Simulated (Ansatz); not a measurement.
## TaSi2P4 monolayer in a perpendicular field

Aim: how the TaSi2P4 monolayer screens a field along its normal, and what the field does to its bands. A positive field points along +c.

Calculated with Ansatz 0.2.0; plane-wave DFT, PBE-D3(BJ), Ansatz PAW (set soft_1); PAW set soft_1.

This is a report of a sequence of runs, with most program output left out.

## (1) The starting structure

The cell holds 7 atoms: 4 P, 2 Si and 1 Ta. Its edges and angles: a = 3.480 Å, b = 3.480 Å, c = 48.446 Å, α = 90.0°, β = 90.0°, γ = 120.0°. Vacuum lies along c.

## (2) Relaxation

The starting cell is a guess, so the in-plane lattice and the atoms are relaxed first, with the slab cut off from its images along the normal.

File input.yaml:

```yaml
crystal:
  lattice:
    - [3.48, 0.0, 0.0]
    - [-1.74, 3.0137684052, 0.0]
    - [0.0, 0.0, 48.4459111573]
  atoms:
    - { symbol: P, position: [0.0, 0.0, 0.4097353012] }
    - { symbol: Si, position: [0.3333333333, 0.6666666667, 0.4230375123] }
    - { symbol: P, position: [0.3333333333, 0.6666666667, 0.4665912396] }
    - { symbol: Ta, position: [0.0, 0.0, 0.5], spin: 1.0 }
    - { symbol: P, position: [0.3333333333, 0.6666666667, 0.5334087604] }
    - { symbol: Si, position: [0.3333333333, 0.6666666667, 0.5769624877] }
    - { symbol: P, position: [0.0, 0.0, 0.5902646988] }
  periodic: [true, true, false]
magnetization:
  spin_polarized: true
kpoints:
  mp_grid: { grid: [12, 12, 1] }
hamiltonian:
  xc: pbe
  dispersion: d3bj
  pseudopotentials: { kind: paw, azcp: { folder: soft_1 } }
scf:
  occupations: { method: fermi_dirac, width: 0.05 }
  convergence: { dr2_threshold: 1.0e-09 }
relax:
  f_tol: 0.004
  max_steps: 90
  cell: {}
output:
  write_potential: true
  write_density: true
  volumetric_format: npy
```

Launch:

```bash
$ ansatz run input.yaml --threads 2 --pin off --max-ram 3072MiB --backend cpu --events-out ev --progress --plain --runs-dir out
```

The job ended after 2.7 min (2 threads of Intel Xeon Platinum 8488C (Sapphire Rapids), shared host; peak memory 0.97 GiB).

The steps of the relaxation:

```csv
step,energy less that of the first step (eV),largest force component (eV/Å),volume (Å³)
1,0.0000,3.7691,508.10
2,-1.7228,1.0729,507.34
3,-1.8866,0.2367,505.00
4,-1.8955,0.1065,511.74
5,-1.8964,0.0192,511.31
6,-1.8964,0.0020,511.30
7*,-1.8964,0.0020,511.30
```

Relaxation steps marked * repeat the geometry before them on a plane-wave basis chosen anew for their cell, so energy and pressure can jump there.

The run keeps the 12 symmetry operations that it works with, so distortions that break them were not tested.

```
cell as run  before  after  change
      a (Å)   3.480  3.491  +0.3 %
      b (Å)   3.480  3.491  +0.3 %
```

The atoms that moved most (Å, along periodic axes as changes of fractional coordinates times the final cell, across vacuum about the mean position):

```csv
atom,dx,dy,dz,length
P7,0.000,0.000,0.353,0.353
P1,0.000,0.000,-0.353,0.353
P3,0.000,0.000,0.141,0.141
P5,0.000,0.000,-0.141,0.141
Si2,0.000,0.000,0.013,0.013
Si6,0.000,0.000,-0.013,0.013
```

This step gave:

* energy at zero smearing: -14232.2294 eV

The lattice constant a goes from 3.480 to 3.491 Å.

## (3) Atoms held, field 0

A sawtooth potential applies the field, turning back in the middle of the vacuum. With the dipole correction the typed value is the field outside the slab. The induced dipole is small, so the SCF threshold is tight.

The cell differs from the one that the last finished run ended in (c 48.446 → 27.453 Å).

File input.yaml:

```yaml
crystal:
  lattice:
    - [3.4909597204, 0.0, 0.0]
    - [-1.7454798602, 3.0232598015, 0.0]
    - [0.0, 0.0, 27.4526647932]
  atoms:
    - { symbol: P, position: [0.0, 0.0, 0.3278370267] }
    - { symbol: Si, position: [0.3333333333, 0.6666666667, 0.3646513778] }
    - { symbol: P, position: [0.3333333333, 0.6666666667, 0.4461816984] }
    - { symbol: Ta, position: [0.0, 0.0, 0.5] }
    - { symbol: P, position: [0.3333333333, 0.6666666667, 0.5538183016] }
    - { symbol: Si, position: [0.3333333333, 0.6666666667, 0.6353486222] }
    - { symbol: P, position: [0.0, 0.0, 0.6721629733] }
kpoints:
  mp_grid: { grid: [18, 18, 1] }
  band_path:
    path: [[0, 0, 0], [0.5, 0, 0], [0.33333333, 0.33333333, 0], [0, 0, 0]]
    npoints: 16
hamiltonian:
  xc: pbe
  dispersion: d3bj
  pseudopotentials: { kind: paw, azcp: { folder: soft_1 } }
scf:
  occupations: { method: fermi_dirac, width: 0.02585 }
  convergence: { dr2_threshold: 1.0e-10 }
efield:
  axis: 3
  dipole_correction: true
  ramp_position: 0.97
  ramp_width: 0.06
  amplitude: 0
output:
  dos: { projected: true, e_range: [-6, 5] }
  write_potential: true
  write_density: true
  volumetric_format: npy
  elf: true
```

The job ended after 21 s (2 threads; peak memory 0.72 GiB).

Numbers from this step:

- energy at zero smearing: -14232.2298 eV
- work function, upper face: 5.396 eV
- dipole along the normal: 3.37e-6 e·Å

Running mean over a fixed 2.7 Å (it still follows the layers) of the planar mean; the ramp of the sawtooth is left out. Table of electron's electrostatic potential energy less the Fermi level by z:

```csv
z (Å),electron's electrostatic potential energy less the Fermi level (eV)
4,5.40
5,5.39
6,5.35
7,4.53
8,-0.309
9,-5.48
10,-6.06
11,-3.98
12,-4.16
13,-8.58
14,-8.90
15,-6.27
16,-3.73
17,-4.84
18,-6.65
19,-2.96
20,2.77
21,5.22
22,5.39
23,5.40
24,5.40
```

The density of states has structure finer than the step of the table below, so its rows give means over 0.2 eV, whole bins alone (the curve runs from -6 to 1.99 eV). Peaks (eV: height): -5.12: 8.43, -4.92: 16.2, -4.24: 9.95, -3.66: 9.20, -2.14: 8.50, -1.56: 10.7, -1.42: 11.4.

The density of states by energy, zero at the Fermi level; means over each step:

energy (eV), density of states (states/eV a cell) and a bar:
```
     -5.8        0.4 #
     -5.6        0.4 #
     -5.4        0.6 ##
     -5.2        2.4 #########
     -5.0        7.2 ###########################
     -4.8        2.5 ##########
     -4.6        4.2 ################
     -4.4        2.6 ##########
     -4.2        6.1 #######################
     -4.0        3.0 ############
     -3.8        3.1 ############
     -3.6        3.8 ##############
     -3.4        2.8 ###########
     -3.2        3.7 ##############
     -3.0        4.4 ################
     -2.8        4.1 ################
     -2.6        4.5 #################
     -2.4        4.2 ################
     -2.2        5.7 ######################
     -2.0        5.9 ######################
     -1.8        4.6 #################
     -1.6        4.4 #################
     -1.4        7.9 ##############################
     -1.2        6.7 ##########################
     -1.0        4.1 ################
     -0.8        3.0 ###########
     -0.6        1.4 #####
     -0.4        1.3 #####
     -0.2        2.4 #########
      0.0        2.7 ##########
      0.2        1.8 #######
      0.4        1.0 ####
      0.6        0.5 ##
      0.8        0.2 #
      1.0        0.0 
      1.2        0.0 
      1.4        0.3 #
      1.6        1.2 #####
      1.8        2.2 #########
```

Projected DOS per atom over height of the atomic layer and energy from the Fermi level. Layers: P Si P Ta P Si P from below.

Ten even steps from '_' (0.00 states/eV) to '@' (1.71 states/eV), each cell a mean:
```
..::__::__::..
______________
______________
______..______
______++______
____..@@..____
____..==..____
..__------__..
==__##**##__==
%%..**##**..%%
==..--++--..==
**::======::**
==::--::--::==
==----------==
--::::--::::--
::::::--::::::
::::------::::
::::==--==::::
::::==::==::::
------::------
______________
______________
```
Columns: height of the atomic layer (Å) from 9 to 18.5 (not evenly spaced); rows upwards: energy from the Fermi level (eV) from -5.96 to 1.96.

Electronic bands along the path, in eV, zero at the Fermi level:

| point | band 17 | band 18 | band 19 | band 20 | band 21 | band 22 | band 23 | band 24 |
| --- | --- | --- | --- | --- | --- | --- | --- | --- |
| Γ | -0.95 | -0.95 | -0.39 | -0.39 | 0.34 | 2.95 | 2.95 | 3.06 |
| halfway | -1.83 | -1.27 | -1.19 | -1.11 | -0.11 | 1.94 | 2.08 | 2.91 |
| M | -1.88 | -1.79 | -1.56 | -0.69 | -0.32 | 1.41 | 1.49 | 2.38 |
| halfway | -2.28 | -1.99 | -1.57 | -1.02 | 0.20 | 2.14 | 2.47 | 2.82 |
| K | -3.11 | -2.62 | -1.52 | -0.72 | 0.85 | 1.99 | 2.01 | 2.09 |
| halfway | -2.19 | -1.41 | -1.26 | -1.11 | -0.08 | 2.41 | 2.88 | 2.98 |
| Γ | -0.95 | -0.95 | -0.39 | -0.39 | 0.34 | 2.95 | 2.95 | 3.06 |

ELF in the ca plane at fractional y = 0.667, with atoms of Si and P within 0.2 Å of it. It is the smooth field of the valence electrons, not physical close to the nuclei.

Values, 5 rows by 16 columns, each cell a mean:
```
0.00 0.00 0.00 0.00 0.00 0.13 0.62 0.69 0.58 0.15 0.21 0.25 0.18 0.25 0.21 0.15
0.00 0.00 0.00 0.00 0.00 0.07 0.42 0.65 0.70 0.33 0.49 0.55 0.19 0.55 0.49 0.33
0.00 0.00 0.00 0.00 0.00 0.01 0.07 0.36 0.51 0.67 0.62 0.60 0.36 0.60 0.62 0.67
0.00 0.00 0.00 0.00 0.00 0.00 0.03 0.26 0.39 0.72 0.52 0.40 0.37 0.40 0.52 0.72
0.00 0.00 0.00 0.00 0.00 0.03 0.24 0.56 0.72 0.50 0.66 0.72 0.26 0.72 0.66 0.50
```
Columns run along c (16.0 Å, from fractional 0.05 to 0.64 of the cell), rows up along a (3.5 Å). Atoms in or near the plane, at fractional coordinates: Si at (0.36, 0.33), P at (0.45, 0.33), P at (0.55, 0.33), Si at (0.64, 0.33).

Valence density in the ca plane at fractional y = 0.667, with atoms of Si and P within 0.2 Å of it. It is the smooth field of the valence electrons, not physical close to the nuclei.

Ten even steps from '0' (0.00 e/Å³) to '9' (0.79 e/Å³), each cell a mean:
```
00000000000000000012344321001122345432211001
00000000000000000012344321000112355432110001
00000000000000000012344421111233344433321112
00000000000000000001245543234677533457753223
00000000000000000000134434568779743478777654
00000000000000000000133224799416743575159873
00000000000000000000134224689547743586369763
00000000000000000001235544446788633479875444
00000000000000000001345432112455433345532112
```
Columns run along c (16.0 Å, from fractional 0.05 to 0.64 of the cell), rows up along a (3.5 Å). Atoms in or near the plane, at fractional coordinates: Si at (0.36, 0.33), P at (0.45, 0.33), P at (0.55, 0.33), Si at (0.64, 0.33).

Electrostatic potential energy in the ca plane at fractional y = 0.667, with atoms of Si and P within 0.2 Å of it. With pseudopotentials it is smooth inside the atoms' cores, unlike the true potential.

Values in eV, 5 rows by 16 columns, each cell a mean:
```
  6   6   6   1  -2   3   4   3  -7  -5   4   4   2  -3   2   6
  6   6   6   2  -3  -2   2  -1  -4  -3  -1   2  -2  -2   3   6
  6   6   6   3 -17 -24 -11 -35  -5 -10 -35  -8 -27 -11   4   6
  6   6   6   3 -21 -24 -17 -44  -7 -15 -44 -13 -25 -16   4   6
  6   6   6   3  -6 -10  -1 -11  -3  -3 -11   0 -12  -3   4   6
```
Columns run along c (16.0 Å, from fractional 0.18 to 0.76 of the cell; values clipped at the 3rd and 97th percentile), rows up along a (3.5 Å). Atoms in or near the plane, at fractional coordinates: Si at (0.36, 0.33), P at (0.45, 0.33), P at (0.55, 0.33), Si at (0.64, 0.33).

The work function of the upper face is 5.40 eV.

## (4) Atoms held, field 0.1 V/Å

Edit input.yaml of step 3 so:

```diff
@@ -28,7 +28,6 @@
   dipole_correction: true
-  ramp_position: 0.97
-  ramp_width: 0.06
-  amplitude: 0
+  ramp_position: 0.9552
+  ramp_width: 0.0896
+  amplitude: 0.1
 output:
-  dos: { projected: true, e_range: [-6, 5] }
   write_potential: true
@@ -36,2 +35 @@
   volumetric_format: npy
-  elf: true
```

Elapsed: 20 s, on 2 threads; peak memory 0.69 GiB.

The dipole is 0.0667 e·Å.

## (5) Atoms held, field -0.1 V/Å

Edit input.yaml of step 4 so:

```diff
@@ -30,3 +30,3 @@
   ramp_width: 0.0896
-  amplitude: 0.1
+  amplitude: -0.1
 output:
```

Wall time 21 s (2 threads); peak memory 0.68 GiB.

The dipole is -0.0667 e·Å.

## (6) Response, atoms held

This step: plane-wave DFT, PBE-D3(BJ), Ansatz PAW (set soft_1); response to a field along the normal, atoms held; PAW set soft_1 (Ansatz 0.2.0).

The dipoles give the slope, and the difference of two potentials shows where the field is screened.

This step gave:

* equivalent conductor thickness p/(ε₀AE): 11.43 Å
* distance between the outer atoms: 9.453 Å

Table of dipole of the cell by applied field:

| applied field (V/Å) | dipole of the cell (e·Å) |
| --- | --- |
| -0.1000 | -0.0667 |
| 0.0000 | 3.4e-6 |
| 0.1000 | 0.0667 |

Local field over the applied field, running mean. From the potentials at -0.1 and 0.1 V/Å; running mean over 2.5 Å. The local field over applied field by z:

```
z (Å)  local field over applied field
  4.5                           0.999
  5.0                           0.995
  5.5                           0.986
  6.0                           0.961
  6.5                           0.900
  7.0                           0.782
  7.5                           0.614
  8.0                           0.435
  8.5                           0.260
  9.0                           0.126
  9.5                          0.0706
 10.0                          0.0638
 10.5                          0.0656
 11.0                          0.0742
 11.5                          0.0682
 12.0                          0.0439
 12.5                          0.0323
 13.0                          0.0287
 13.5                          0.0189
 14.0                          0.0196
 14.5                          0.0293
 15.0                          0.0326
 15.5                          0.0461
 16.0                          0.0701
 16.5                          0.0734
 17.0                          0.0651
 17.5                          0.0638
 18.0                          0.0726
 18.5                           0.136
 19.0                           0.276
 19.5                           0.452
 20.0                           0.631
 20.5                           0.795
 21.0                           0.908
 21.5                           0.964
 22.0                           0.987
 22.5                           0.996
 23.0                           0.999
```

The induced electron density oscillates, so the rows of the table below give means over windows of 0.5 Å about each position, cut where the curve ends. Its maxima inside the range that stand out by 2 % of the span (Å: e/Å³ per V/Å): 8.01: 0.00370, 9.29: 8.5e-4, 11.01: 6.8e-4, 12.30: 7.2e-4, 14.30: 8.2e-4, 15.73: -9.4e-5, 17.30: 0.00148, 18.59: -3.9e-4. Its minima: 8.86: 3.9e-4, 10.15: -0.00148, 11.72: 9.4e-5, 13.15: -8.2e-4, 15.16: -7.2e-4, 16.44: -6.8e-4, 18.16: -8.5e-4, 19.45: -0.00370.

Electrons, planar mean, per unit field. Induced electron density against z; means over each step:

| z (Å) | induced electron density (e/Å³ per V/Å) |
| --- | --- |
| 4.5 | 6.2e-6 |
| 5.0 | 2.0e-5 |
| 5.5 | 6.5e-5 |
| 6.0 | 1.9e-4 |
| 6.5 | 5.3e-4 |
| 7.0 | 0.00132 |
| 7.5 | 0.00270 |
| 8.0 | 0.00351 |
| 8.5 | 0.00180 |
| 9.0 | 5.5e-4 |
| 9.5 | 5.1e-4 |
| 10.0 | -0.00107 |
| 10.5 | -5.9e-4 |
| 11.0 | 5.7e-4 |
| 11.5 | 2.9e-4 |
| 12.0 | 4.0e-4 |
| 12.5 | 4.6e-4 |
| 13.0 | -5.4e-4 |
| 13.5 | -4.1e-4 |
| 14.0 | 4.8e-4 |
| 14.5 | 4.6e-4 |
| 15.0 | -5.2e-4 |
| 15.5 | -3.5e-4 |
| 16.0 | -3.4e-4 |
| 16.5 | -5.3e-4 |
| 17.0 | 7.5e-4 |
| 17.5 | 9.5e-4 |
| 18.0 | -6.0e-4 |
| 18.5 | -5.5e-4 |
| 19.0 | -0.00204 |
| 19.5 | -0.00353 |
| 20.0 | -0.00255 |
| 20.5 | -0.00123 |
| 21.0 | -4.8e-4 |
| 21.5 | -1.8e-4 |
| 22.0 | -5.8e-5 |
| 22.5 | -1.8e-5 |
| 23.0 | -5.5e-6 |

By hand: between -0.1 and 0.1 V/Å the dipole changes by 0.1333 e·Å, a slope of 0.6667 e·Å²/V. A perfect conductor of thickness t has p = ε₀AEt, so t = 180.95 × 0.6667 / 10.554 = 11.43 Å (e/ε₀ = 180.95 V·Å, A in Å²).

The induced dipole is that of a conductor 11.43 Å thick.

## (7) Results

| Property | Result |
| --- | --- |
| gap without field | none |
| work function, upper face | 5.40 eV |
| equivalent conductor thickness, atoms held | 11.4 Å |

The induced dipole equals that of a perfect conductor 11.43 Å thick, while the outer atoms lie 9.45 Å apart. There is no gap over 0.03 eV, with or without the field. The first relaxation ran with spin and lost its moment, and the later runs have none; other magnetic states were not tried. Spin-orbit coupling is left out, which matters for the bands of elements this heavy. The outer anions sit over the metal atoms, one of several polytypes of such layers and not the lowest for every compound.

[Logs are printed without paths, hosts, clocks, repeated set-up lines and the standing remarks that a program may print on its own settings, such as how far it seeks lower states.]

[Hosts, paths, dates, database ids (printed as entryN), source tags and the programs' standing remarks are cut or masked in the printed files.]

[Maps of the electrostatic potential energy from Ansatz leave out the sawtooth potential of an applied field or a dipole correction, so their vacuum need not be flat; planar profiles and work functions include it.]

[The density of states shown here was stored with 400 of the rows of the run's finer table, so its peaks can read low, often by over a quarter, or be missed, and its means over a window can be off by a tenth or more.]
